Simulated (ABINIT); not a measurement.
Computed results, one entry a study.

```
! title: A GW chain in ABINIT: CdS (Greenockite)
! method: RPA screening on PBE, plane waves, norm-conserving pseudopotentials (and 2 further levels or steps)
! program: ABINIT 10.8.3
! settings: cutoff 47 Ha, PseudoDojo scalar-relativistic 0.4.1 standard, norm-conserving, ngkpt (3, 3, 2), nband 119, ecuteps 3.9 Ha, inclvkb 2, shiftk (0, 0, 0), symchi 1, awtr 1, frequency ppm, 3×3×2 k-mesh
! cost: 5 runs, 4.2 min in all on 8 MPI ranks of Arm Neoverse V1, shared host
! notes: The database entry behind the starting cell differs from other determinations of this structure. The program’s warnings: nproc spkpt=  >= nkpt= * nsppol=. The cell and positions come from the Crystallography Open Database and are kept as given unless a step says otherwise. Limits: no spin-orbit coupling. The 3×3×2 mesh is coarse for this cell, which bears on the long-range parts of exchange and screening.
! PBE gap: 1.20 eV, direct
! G0W0 gap on the mesh: 2.03 eV
! GW settings: 3×3×2 mesh, 119 bands, screening to 106.1 eV, Godby-Needs plasmon pole
! known limits: short of the basis limit; no spin-orbit coupling; coarse k mesh
CELL_PARAMETERS angstrom
4.15000 0.00000 0.00000
-2.07500 3.59401 0.00000
0.00000 0.00000 6.73700
ATOMIC_POSITIONS crystal
Cd 0.33333 0.66667 0.00000
Cd 0.66667 0.33333 0.50000
S 0.33333 0.66667 0.37500
S 0.66667 0.33333 0.87500
```

[Long decimals in the printed logs are rounded to 6 places.]

[Logs are printed without paths, hosts, clocks, repeated set-up lines and the standing remarks that a program may print on its own settings, such as how far it seeks lower states.]

[Paths, hosts, dates, memory and timing lines, banners, echoed tables and standing remarks are left out of the program output; an Ansatz launch command may be rebuilt from the run's recorded settings. Measured values are a selection of at most five: reports struck by readers or far from the other reports are left out. None is set beside runs whose start may be inverted or whose files or cutoffs have a known fault.]

[Runs of the session that timed out or met a known fault of the program may be left out.]

[Hosts, paths, dates, database ids (printed as entryN), source tags and the programs' standing remarks are cut or masked in the printed files.]

[G0W0 gaps are taken among the corrected bands and points alone; a level outside them can change the order at an edge.]

[Where Ansatz stands beside ABINIT at settings called matched, ABINIT's density can come from a denser mesh and the files from another edition; pairs whose starting gaps differed by over 0.03 eV were left out, so agreement reads better than it is.]
